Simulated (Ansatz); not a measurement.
# Phonons of TcSn (built on the sites of a database entry of HfTc) against volume

Wanted: mode Grüneisen parameters of TcSn (built on the sites of a database entry of HfTc).

Method: DFT PBEsol, scalar-relativistic, plane waves, PAW, in Ansatz 0.2.0.

The structure was built from a prototype and need not be the compound's stable phase.

## Step 1: Starting point

It takes space group Pm-3m (No. 221, cubic). The conventional cell has a = 3.221 Å, b = 3.221 Å, c = 3.221 Å, α = 90.00°, β = 90.00°, γ = 90.00°. Nearest to Sn lie 8 Tc at 2.79 Å. Nearest to Tc lie 8 Sn at 2.79 Å. Farther neighbours are not listed.

Structure file:

```cif
data_structure
_symmetry_space_group_name_H-M 'Pm-3m'
_symmetry_Int_Tables_number 221
_cell_length_a 3.2214
_cell_length_b 3.2214
_cell_length_c 3.2214
_cell_angle_alpha 90.000
_cell_angle_beta 90.000
_cell_angle_gamma 90.000
_cell_volume 33.43
loop_
_atom_site_label
_atom_site_type_symbol
_atom_site_symmetry_multiplicity
_atom_site_Wyckoff_symbol
_atom_site_fract_x
_atom_site_fract_y
_atom_site_fract_z
_atom_site_occupancy
Sn1 Sn 1 a 0.00000 0.00000 0.00000 1
Tc1 Tc 1 b 0.50000 0.50000 0.50000 1
```

## Step 2: Phonons on a q mesh

The cell comes from relaxations at this level that are not shown. Stability and thermal properties need the whole zone. Linear response on a 4×4×4 q mesh gives force constants as far as a supercell of that size would.

Input file input.yaml:

```yaml
crystal:
  lattice:
    - [3.2213741624, 0.0, 0.0]
    - [0.0, 3.2213741624, 0.0]
    - [0.0, 0.0, 3.2213741624]
  atoms:
    - { symbol: Sn, position: [0.0, 0.0, 0.0] }
    - { symbol: Tc, position: [0.5, 0.5, 0.5] }
kpoints:
  mp_grid: { grid: [12, 12, 12] }
hamiltonian:
  xc: pbesol
scf:
  occupations: { method: methfessel_paxton, width: 0.15 }
output:
  eigenvalues: true
phonons:
  method: dfpt
  qmesh: [4, 4, 4]
  temperatures: { t_max: 1000, t_step: 50 }
  qpath:
    path:
      - [[0.0, 0.0, 0.0], [0.0, 0.5, 0.0], [0.5, 0.5, 0.0], [0.0, 0.0, 0.0], [0.5, 0.5, 0.5], [0.0, 0.5, 0.0]]
      - [[0.5, 0.5, 0.5], [0.5, 0.5, 0.0]]
    npoints: 10
```

Command:

```
$ ansatz run input.yaml --threads 4 --pin off --max-ram 7168MiB --backend cpu --events-out ev --progress --plain --runs-dir out
```

Numbers of over 12 decimals in the logs are rounded to 6 here.

Log:

```text
Engine: ansatz 0.2.0, aarch64-unknown-linux-gnu
Pseudopotentials: kind: paw
Pseudopotential: Sn, paw, valence charge 14, recommended cutoff 420 eV (normal), Sn.paw.azcp
Pseudopotential: Tc, paw, valence charge 15, recommended cutoff 500 eV (normal), Tc.paw.azcp
Functional definition: PBEsol
  exchange = pbesol_x
  correlation = pbesol_c
Crystal: 2 atoms, lattice volume = 33.429 Å³
Basis set: ecut = 500 eV, 847 PW (Γ), exchange–correlation on 48×48×48 points (8 copies of the dense FFT grid, shifted against one another)
Bands: 19, of which v1, the nominal top of the filled ones, is band 15 counted from 1 (14 counted from 0)
Symmetry: 48 space group operations
k-points: 84 of 1728
Non-local potential: Sn, projectors of the file, l = 0: 2, l = 1: 2, l = 2: 2, l = 3: 2
Non-local potential: Tc, projectors of the file, l = 0: 3, l = 1: 3, l = 2: 2, l = 3: 2
PAW form: soft (Blöchl's): semilocal exchange-correlation on the pseudo side does not see the compensation charge
PAW frozen core: Sn, regenerated for the run's functional, and the local potential with it (the file was generated under x = pbe(κ = 0.804, μ = 0.219515), c = pbe(β = 0.066725))
PAW frozen core: Tc, regenerated for the run's functional, and the local potential with it (the file was generated under x = pbe(κ = 0.804, μ = 0.219515), c = pbe(β = 0.066725))
PAW one-centre angular grid: Sn, 590 points (default); XC on 64 Gauss nodes
PAW one-centre angular grid: Tc, 590 points (default); XC on 64 Gauss nodes
Initial density: superposition of atomic densities (chi_scale 0.1, normalization cell, long waves kept (reshape's long-wave potential 0.00 eV rms))
Initial wavefunctions: pseudopotential atomic-orbital guess
Functional: x = pbesol(κ = 0.804, μ = 0.123457), c = pbesol(β = 0.046)
SCF iter   1: F=—  HF=-11287.744527 eV  |F-HF|=—  |Δ(HF+E_count)|=         —  Δρ=5.72e-2  dr2=2.07e0  ethr=3.10e-3  ⟨swp⟩=4.9  Hψ=7285  notcnv=0
preconditioner: auto → none  [metal: Δε(μ)=0.022 eV  Ē_g=15.314 eV  σ=0.150 eV  W_gap=0.13  n_scr=6 (ndim 8)  ℏωp=29.4 eV  f_vac=0.000  D(μ)=2.28/eV (n_scr^D=26)  sad-step TF]
SCF iter   2: F=—  HF=-11287.426852 eV  |F-HF|=—  |Δ(HF+E_count)|=   3.18e-1  S|Δr|=    0.00e0  Δρ=4.12e-2  dr2=1.08e0  ethr=3.10e-3  ⟨swp⟩=2.0  Hψ=2598  notcnv=0  defer=11
SCF iter   3: F=—  HF=-11287.163668 eV  |F-HF|=—  |Δ(HF+E_count)|=   2.63e-1  S|Δr|=    0.00e0  Δρ=5.94e-3  dr2=9.86e-3  ethr=3.10e-3  ⟨swp⟩=2.2  Hψ=2374  notcnv=0  defer=11
SCF iter   4: F=—  HF=-11287.160339 eV  |F-HF|=—  |Δ(HF+E_count)|=   3.33e-3  S|Δr|=    0.00e0  Δρ=1.15e-3  dr2=1.75e-4  ethr=3.40e-5  ⟨swp⟩=2.1  Hψ=3098  notcnv=0  defer=6
SCF iter   5: F=—  HF=-11287.160253 eV  |F-HF|=—  |Δ(HF+E_count)|=   8.66e-5  S|Δr|=    0.00e0  Δρ=1.79e-4  dr2=2.47e-6  ethr=6.03e-7  ⟨swp⟩=2.0  Hψ=2378  notcnv=0  defer=6
SCF iter   6: F=—  HF=-11287.160255 eV  |F-HF|=—  |Δ(HF+E_count)|=   2.14e-6  S|Δr|=    0.00e0  Δρ=2.67e-5  dr2=1.89e-7  ethr=8.53e-9  ⟨swp⟩=2.0  Hψ=2484  notcnv=0  defer=6
SCF iter   7: F=—  HF=-11287.160255 eV  |F-HF|=—  |Δ(HF+E_count)|=  5.22e-10  S|Δr|=    0.00e0  Δρ=2.91e-6  dr2=1.69e-9  ethr=6.52e-10  ⟨swp⟩=2.1  Hψ=2692  notcnv=0  defer=6
SCF iter   8: F=-11287.160255 eV  HF=-11287.160255 eV  |F-HF|=5.46e-12  |Δ(HF+E_count)|=  9.46e-11  S|Δr|=    0.00e0  Δρ=1.66e-7  dr2=6.43e-12  ethr=1.00e-12  ⟨swp⟩=5.3  Hψ=8366  notcnv=0
the search or the solves at the SCF's close seem to have found levels that the self-consistency loop had missed (the run counts 1). By its estimate they hold under 1e-12 electrons; where the run keeps them, the occupations were computed again with them
SCF 1 converged in 8 iterations: F = -11287.160255 eV  dr2 = 6.43e-12
  greatest PAW one-centre occupation: 0.992 electrons in one spin orbital (limit 2), on the Sn atom at site 0 (counted from 0), in its partial waves of l = 2
phonons: the bands overlap, so this run is a metal and interpolates without the dipole-dipole term. If the crystal is really an insulator or semiconductor, its LO-TO splitting is missing
NSCF: frozen V_eff on 84 k-points
NSCF: frozen V_eff on 196 k-points
DFPT response loops at q = (0, 0, 0) (fractional): preconditioner auto → Kerker (q_TF=auto, 2.664 Å⁻¹) (partly filled bands, converged f_vac=0.000); β = 1.00, the filter's whole step (`scf.mixing.beta` (0.50) is not read by the response loops under this deck's `scf.mixing.preconditioner`; to damp them name `kerker` or `kerker_dos`, under which they read `scf.mixing.beta`, and type it under 1.00, their step now; both keys bind the ground state too); Broyden in place of MSR1
NSCF: frozen V_eff on 1176 k-points
DFPT response loops at q = (0, 0, 0.25) (fractional): mixed as the last ones told, above
NSCF: frozen V_eff on 686 k-points
DFPT response loops at q = (0, 0, -0.5) (fractional): mixed as the last ones told, above
NSCF: frozen V_eff on 2016 k-points
DFPT response loops at q = (0, 0.25, 0.25) (fractional): mixed as the last ones told, above
NSCF: frozen V_eff on 1176 k-points
DFPT response loops at q = (0, 0.25, -0.5) (fractional): mixed as the last ones told, above
NSCF: frozen V_eff on 686 k-points
DFPT response loops at q = (0, -0.5, -0.5) (fractional): mixed as the last ones told, above
NSCF: frozen V_eff on 1872 k-points
DFPT response loops at q = (0.25, 0.25, 0.25) (fractional): mixed as the last ones told, above
NSCF: frozen V_eff on 2016 k-points
DFPT response loops at q = (0.25, 0.25, -0.5) (fractional): mixed as the last ones told, above
NSCF: frozen V_eff on 1176 k-points
DFPT response loops at q = (0.25, -0.5, -0.5) (fractional): mixed as the last ones told, above
NSCF: frozen V_eff on 392 k-points
DFPT response loops at q = (-0.5, -0.5, -0.5) (fractional): mixed as the last ones told, above
SCF converged after 8 iterations
Stability not checked: this state was not tested for a lower state beside it, because cold or Methfessel-Paxton smearing, or corrected tetrahedra, fill the levels in a way that the test cannot read (fill_not_monotonic; see scf.lower_state_search)
Free energy (F): -11287.160255 eV
Harris-Foulkes:  -11287.160255 eV  (|F-HF|=5.46e-12)
Internal energy: -11287.159851 eV  (E = F + TS)
E sigma→0 (E₀):  -11287.160154 eV
Entropy (-TS):   -0.000403 eV (-0.202 meV/atom)
Fermi energy:    18.676712 eV
--- Per-component energies (eV) ---
  E_band       = -67.095881
  E_kinetic    = 818.145689
  E_local      = -1801.635623  (includes V_loc(G=0)·N_el)
  E_nonlocal   = 258.862243
  E_hartree    = 766.631156
  E_xc         = -618.043143
  E_vxc        = -392.595582  (∫ρ·V_xc dr)
  E_paw        = -7289.117571  (= ΣΔE_a)
  E_vpaw       = -483.134880  (= ΣTr[D̂ρ^β])
  E_aug_tail   = -0.000014  (compensation charges beyond the density's cutoff)
  E_ewald      = -3422.514273
  E_core_change = 0.511684  (= ΣΔE_core)
  E_smearing   = -0.000403  (= −TS)
  E_closure    = 0.000000  (closes the sum)
  Σ components = -11287.160255   (vs F -11287.160255, Δ=0.00e0)
--- Band table (eV; the first three rows and the last of 84) ---
  k-point 0: bands = [... 11 lower, 15.9055, 19.0896, 19.0896, 19.0896, 21.8503, 21.8503, 21.8503, 28.2994]
  k-point 1: bands = [... 11 lower, 15.9238, 18.8012, 18.8012, 19.0867, 21.3424, 22.2612, 22.2612, 28.6725]
  k-point 2: bands = [... 11 lower, 15.9745, 18.2290, 18.2290, 19.0788, 20.4371, 23.2043, 23.2043, 28.8002]
  k-point 83: bands = [... 11 lower, 13.6553, 15.7563, 20.2918, 20.2918, 22.5204, 22.5204, 22.5204, 25.0730]
--- Phonons (Γ-DFPT): 2 representative perturbations + reference (Σ response iterations 6) ---
  ASR residual: 1.584e-4 → 0.000e0 eV/Å²; symmetrization residual: 1.096e-5 eV/Å²
  ASR residual per site (eV/Å²): 6.03e-5 1.58e-4
  Γ frequencies (cm⁻¹): 0.00 0.00 0.00 188.52 188.52 188.52
--- Phonons (arbitrary-q DFPT): 10 irreducible q on the 4×4×4 mesh ---
  q = [0.0000, 0.0000, 0.0000] (star 1, of the zone-centre solve; hermiticity 3.13e-6, symmetrization 9.42e-12): -0.00 -0.00 0.00 188.52 188.52 188.52
  q = [0.0000, 0.0000, 0.2500] (star 6, 4 solved perturbations in 1848 linear systems a pass and spin channel, the states on 588 of 1728 k-point pairs; hermiticity 8.21e-6, symmetrization 8.64e-13): 65.96 65.96 117.94 168.63 168.63 187.98
  q = [0.0000, 0.0000, -0.5000] (star 3, 4 solved perturbations in 1078 linear systems a pass and spin channel, the states on 343 of 1728 k-point pairs; hermiticity 2.72e-7, symmetrization 1.45e-7): 101.41 101.41 134.35 134.35 175.85 192.73
  q = [0.0000, 0.2500, 0.2500] (star 12, 4 solved perturbations in 3108 linear systems a pass and spin channel, the states on 1008 of 1728 k-point pairs; hermiticity 1.28e-6, symmetrization 9.45e-14): 72.54 96.14 138.23 160.74 167.24 197.22
  q = [0.0000, 0.2500, -0.5000] (star 12, 6 solved perturbations on 588 of 1728 k-point pairs; hermiticity 3.47e-6, symmetrization 1.34e-7): 109.38 111.58 127.89 138.48 203.06 203.54
  q = [0.0000, -0.5000, -0.5000] (star 3, 4 solved perturbations in 1078 linear systems a pass and spin channel, the states on 343 of 1728 k-point pairs; hermiticity 2.56e-6, symmetrization 3.42e-11): 87.29 87.29 113.18 119.40 221.24 221.24
  q = [0.2500, 0.2500, 0.2500] (star 8, 2 solved perturbations on 936 of 1728 k-point pairs; hermiticity 1.06e-6, symmetrization 5.45e-13): 95.50 95.50 122.64 180.02 183.63 183.63
  q = [0.2500, 0.2500, -0.5000] (star 12, 4 solved perturbations in 3108 linear systems a pass and spin channel, the states on 1008 of 1728 k-point pairs; hermiticity 1.48e-6, symmetrization 1.51e-7): 96.29 110.28 124.49 159.11 193.02 205.23
  q = [0.2500, -0.5000, -0.5000] (star 6, 4 solved perturbations in 1848 linear systems a pass and spin channel, the states on 588 of 1728 k-point pairs; hermiticity 4.46e-7, symmetrization 8.59e-9): 104.32 104.32 119.76 155.24 204.23 204.23
  q = [-0.5000, -0.5000, -0.5000] (star 1, 2 solved perturbations on 196 of 1728 k-point pairs; hermiticity 1.03e-10, symmetrization 5.13e-11): 115.26 115.26 115.26 184.37 184.37 184.37
  sum rule: each row above includes the acoustic sum rule's correction from the zone centre's row sums; it moved no ω² by more than (0.66 cm⁻¹)²
  mesh force constants: q→R imaginary residual 2.95e-18; ASR residual 1.584e-4 → 0.000e0 eV/Å²; symmetrization residual 8.882e-15 eV/Å²
  interpolated dispersion: 62 rows × 6 modes
  density of states and harmonic sums: on the 20×20×20 q-mesh, interpolated from the force constants of a 4×4×4 supercell (no non-analytic term)
  largest difference from the sums on the solved wave vectors: F 1.24e-2 eV, S 1.64e-5 and C_V 4.01e-6 eV/K
  zero-point energy: 0.053166 eV/cell   skipped modes (ω ≤ 0): 3   left out of the sums: 6.25e-5 of the cell's modes: C_V's classical limit lies that fraction below 3 k_B per atom; for a crystal, a wire or a layer, F and S can be off by more, and a phonons.interpolated_qmesh denser along its periods is the remedy for the sampling
```

It took 4.7 min on 4 threads of Arm Neoverse V2, shared host; peak memory 2.1 GiB.

This step gave:

```yaml
volume_per_atom: 16.71 Å³
gap_on_the_k_mesh: 0 eV
sum_rule_residual_before_enforcement: 1.58e-4 eV/Å²
lowest_frequency_on_the_path: 0 cm⁻¹
point_group: m-3m
highest_frequency_on_the_path_or_at_a_solved_wavevector: 221.2 cm⁻¹
mean_frequency: 142.9 cm⁻¹
debye_temperature_second_moment: 278 K
logarithmic_mean_frequency: 135.5 cm⁻¹
highest_optical_mode_at_the_zone_centre_no_lo_to_term: 188.5 cm⁻¹
lowest_optical_zone_centre_mode: 188.5 cm⁻¹
lowest_mode_on_the_q_mesh_acoustic_modes_at_gamma_apart: 65.96 cm⁻¹
zero_point_energy_per_atom: 26.58 meV
heat_capacity_at_300_k: 23.91 J/(mol atoms K)
vibrational_entropy_at_300_k: 36.22 J/(mol atoms K)
```

Frequencies (cm⁻¹) solved at each irreducible wavevector; negative means imaginary. Frequencies by wavevector, by row:

```
q in reciprocal lattice units  star  mode 1  mode 2  mode 3  mode 4  mode 5  mode 6
                        0 0 0     1       0       0       0   188.5   188.5   188.5
                     0 0 0.25     6      66      66   117.9   168.6   168.6     188
                     0 0 -0.5     3   101.4   101.4   134.3   134.3   175.8   192.7
                  0 0.25 0.25    12    72.5    96.1   138.2   160.7   167.2   197.2
                  0 0.25 -0.5    12   109.4   111.6   127.9   138.5   203.1   203.5
                  0 -0.5 -0.5     3    87.3    87.3   113.2   119.4   221.2   221.2
               0.25 0.25 0.25     8    95.5    95.5   122.6     180   183.6   183.6
               0.25 0.25 -0.5    12    96.3   110.3   124.5   159.1     193   205.2
               0.25 -0.5 -0.5     6   104.3   104.3   119.8   155.2   204.2   204.2
               -0.5 -0.5 -0.5     1   115.3   115.3   115.3   184.4   184.4   184.4
```

Symmetry leaves 10 wavevectors to solve. The lowest mode among them, the acoustic zeros apart, lies at q = (0, 0, 0.25) and is real, 66.0 cm⁻¹.

## Step 3: Relaxing at another volume, volume ratio 0.97

The volume is scaled by 0.97 and held; symmetry leaves nothing to relax, so this is a single point. The modes can then be followed against volume.

input.yaml, the sections that differ from step 2:

```yaml
crystal:
  lattice:
    - [3.1888328046, 0.0, 0.0]
    - [0.0, 3.1888328046, 0.0]
    - [0.0, 0.0, 3.1888328046]
  atoms:
    - { symbol: Sn, position: [0.0, 0.0, 0.0] }
    - { symbol: Tc, position: [0.5, 0.5, 0.5] }
output:
  forces: true
  stress: true
  eigenvalues: true
# kpoints, hamiltonian, scf: as in step 2
# phonons: removed
```

Log:

```text
[...]
Crystal: 2 atoms, lattice volume = 32.426 Å³
Basis set: ecut = 500 eV, 799 PW (Γ), exchange–correlation on 48×48×48 points (8 copies of the dense FFT grid, shifted against one another)
Bands: 19, of which v1, the nominal top of the filled ones, is band 15 counted from 1 (14 counted from 0)
Symmetry: 48 space group operations
[...]
k-points: 84 of 1728
[...]
--- Band table (eV; the first three rows and the last of 84) ---
  k-point 0: bands = [... 11 lower, 16.4755, 19.8070, 19.8070, 19.8070, 22.6307, 22.6307, 22.6307, 29.4769]
  k-point 1: bands = [... 11 lower, 16.4933, 19.5031, 19.5031, 19.8032, 22.1242, 23.0598, 23.0598, 29.8298]
  k-point 2: bands = [... 11 lower, 16.5426, 18.9034, 18.9034, 19.7929, 21.2111, 24.0393, 24.0393, 29.6469]
  k-point 83: bands = [... 11 lower, 14.1620, 16.5654, 21.0639, 21.0639, 23.3157, 23.3157, 23.3157, 26.0032]
[key lines of the parts left out:]
SCF converged after 7 iterations
Free energy (F): -11287.141068 eV
Fermi energy:    19.373154 eV
P = ⅓ Tr σ = 6.3102 GPa (63.102 kbar)
```

Wall time 1 s (4 threads); peak memory 0.36 GiB.

This step gave:

* pressure: 6.310 GPa
* volume per atom: 16.21 Å³

The run ends at a pressure of 6.31 GPa.

## Step 4: Phonons at the other volume, volume ratio 0.97

The phonons are repeated at this volume on the same k and q meshes.

input.yaml, the sections that differ from step 3:

```yaml
output:
  eigenvalues: true
phonons:
  method: dfpt
  qmesh: [4, 4, 4]
  temperatures: { t_max: 1000, t_step: 50 }
  qpath:
    path:
      - [[0.0, 0.0, 0.0], [0.0, 0.5, 0.0], [0.5, 0.5, 0.0], [0.0, 0.0, 0.0], [0.5, 0.5, 0.5], [0.0, 0.5, 0.0]]
      - [[0.5, 0.5, 0.5], [0.5, 0.5, 0.0]]
    npoints: 10
# crystal, kpoints, hamiltonian, scf: as in step 3
```

Log:

```text
[...]
Crystal: 2 atoms, lattice volume = 32.426 Å³
Basis set: ecut = 500 eV, 799 PW (Γ), exchange–correlation on 48×48×48 points (8 copies of the dense FFT grid, shifted against one another)
Bands: 19, of which v1, the nominal top of the filled ones, is band 15 counted from 1 (14 counted from 0)
Symmetry: 48 space group operations
k-points: 84 of 1728
[...]
SCF iter   1: F=—  HF=-11287.735964 eV  |F-HF|=—  |Δ(HF+E_count)|=         —  Δρ=5.83e-2  dr2=2.05e0  ethr=3.10e-3  ⟨swp⟩=5.0  Hψ=7407  notcnv=0
[...]
SCF iter   9: F=-11287.141068 eV  HF=-11287.141068 eV  |F-HF|=5.46e-12  |Δ(HF+E_count)|=  5.28e-11  S|Δr|=    0.00e0  Δρ=5.04e-8  dr2=8.08e-13  ethr=1.00e-12  ⟨swp⟩=6.7  Hψ=6802  notcnv=0
SCF 1 converged in 9 iterations: F = -11287.141068 eV  dr2 = 8.08e-13
[...]
NSCF: frozen V_eff on 84 k-points
[...]
SCF converged after 9 iterations
[...]
Free energy (F): -11287.141068 eV
[...]
Internal energy: -11287.140563 eV  (E = F + TS)
E sigma→0 (E₀):  -11287.140942 eV
Entropy (-TS):   -0.000505 eV (-0.252 meV/atom)
Fermi energy:    19.373110 eV
[...]
--- Band table (eV; the first three rows and the last of 84) ---
  k-point 0: bands = [... 11 lower, 16.4755, 19.8069, 19.8069, 19.8069, 22.6307, 22.6307, 22.6307, 29.4769]
  k-point 1: bands = [... 11 lower, 16.4932, 19.5031, 19.5031, 19.8031, 22.1242, 23.0598, 23.0598, 29.8298]
  k-point 2: bands = [... 11 lower, 16.5426, 18.9033, 18.9033, 19.7928, 21.2111, 24.0393, 24.0393, 29.6469]
  k-point 83: bands = [... 11 lower, 14.1619, 16.5655, 21.0639, 21.0639, 23.3157, 23.3157, 23.3157, 26.0032]
[...]
ASR residual: 6.753e-5 → 0.000e0 eV/Å²; symmetrization residual: 6.213e-6 eV/Å²
  ASR residual per site (eV/Å²): 5.95e-5 6.75e-5
  Γ frequencies (cm⁻¹): 0.00 0.00 0.00 203.32 203.32 203.32
--- Phonons (arbitrary-q DFPT): 10 irreducible q on the 4×4×4 mesh ---
[...]
interpolated dispersion: 62 rows × 6 modes
[...]
```

The job ended after 4.6 min (4 threads; peak memory 2 GiB; 18 min of CPU time).

Numbers from this step:

| Quantity | Value |
| --- | --- |
| sum-rule residual before enforcement | 6.75e-5 eV/Å² |
| highest frequency on the path or at a solved wavevector | 238.6 cm⁻¹ |
| mean frequency | 153.6 cm⁻¹ |
| Debye temperature (second moment) | 299 K |
| logarithmic mean frequency | 145.4 cm⁻¹ |
| highest optical mode at the zone centre (no LO-TO term) | 203.3 cm⁻¹ |
| lowest optical zone-centre mode | 203.3 cm⁻¹ |
| lowest mode on the q mesh (acoustic modes at Γ apart) | 71.97 cm⁻¹ |
| zero-point energy per atom | 28.56 meV |
| heat capacity at 300 K | 23.75 J/(mol atoms K) |
| vibrational entropy at 300 K | 34.54 J/(mol atoms K) |

Frequencies (cm⁻¹) solved at each irreducible wavevector; negative means imaginary. Frequencies by wavevector, by row:

```
q in reciprocal lattice units  star  mode 1  mode 2  mode 3  mode 4  mode 5  mode 6
                        0 0 0     1       0       0       0   203.3   203.3   203.3
                     0 0 0.25     6      72      72   125.5   182.4   182.4   202.2
                     0 0 -0.5     3     113     113   143.5   143.5   189.6   203.7
                  0 0.25 0.25    12    75.6   102.5   150.2   172.8   177.8   213.7
                  0 0.25 -0.5    12   115.5   118.8   137.5   148.5   218.5   219.2
                  0 -0.5 -0.5     3    91.1    91.1   117.7   129.4   238.6   238.6
               0.25 0.25 0.25     8   102.9   102.9   131.2   194.6   198.7   198.7
               0.25 0.25 -0.5    12   103.1   122.5   130.1     169   209.5   220.4
               0.25 -0.5 -0.5     6     112     112     129   165.2     219     219
               -0.5 -0.5 -0.5     1   127.7   127.7   127.7   194.7   194.7   194.7
```

The highest optical mode at the zone centre (no LO-TO term) is 203.3 cm⁻¹, +14.8 cm⁻¹ against the base run.

(Continued in part 2 of 2.)

[Logs are printed without paths, hosts, clocks, repeated set-up lines and the standing remarks that a program may print on its own settings, such as how far it seeks lower states.]

[Hosts, paths, dates, database ids (printed as entryN), source tags and the programs' standing remarks are cut or masked in the printed files.]
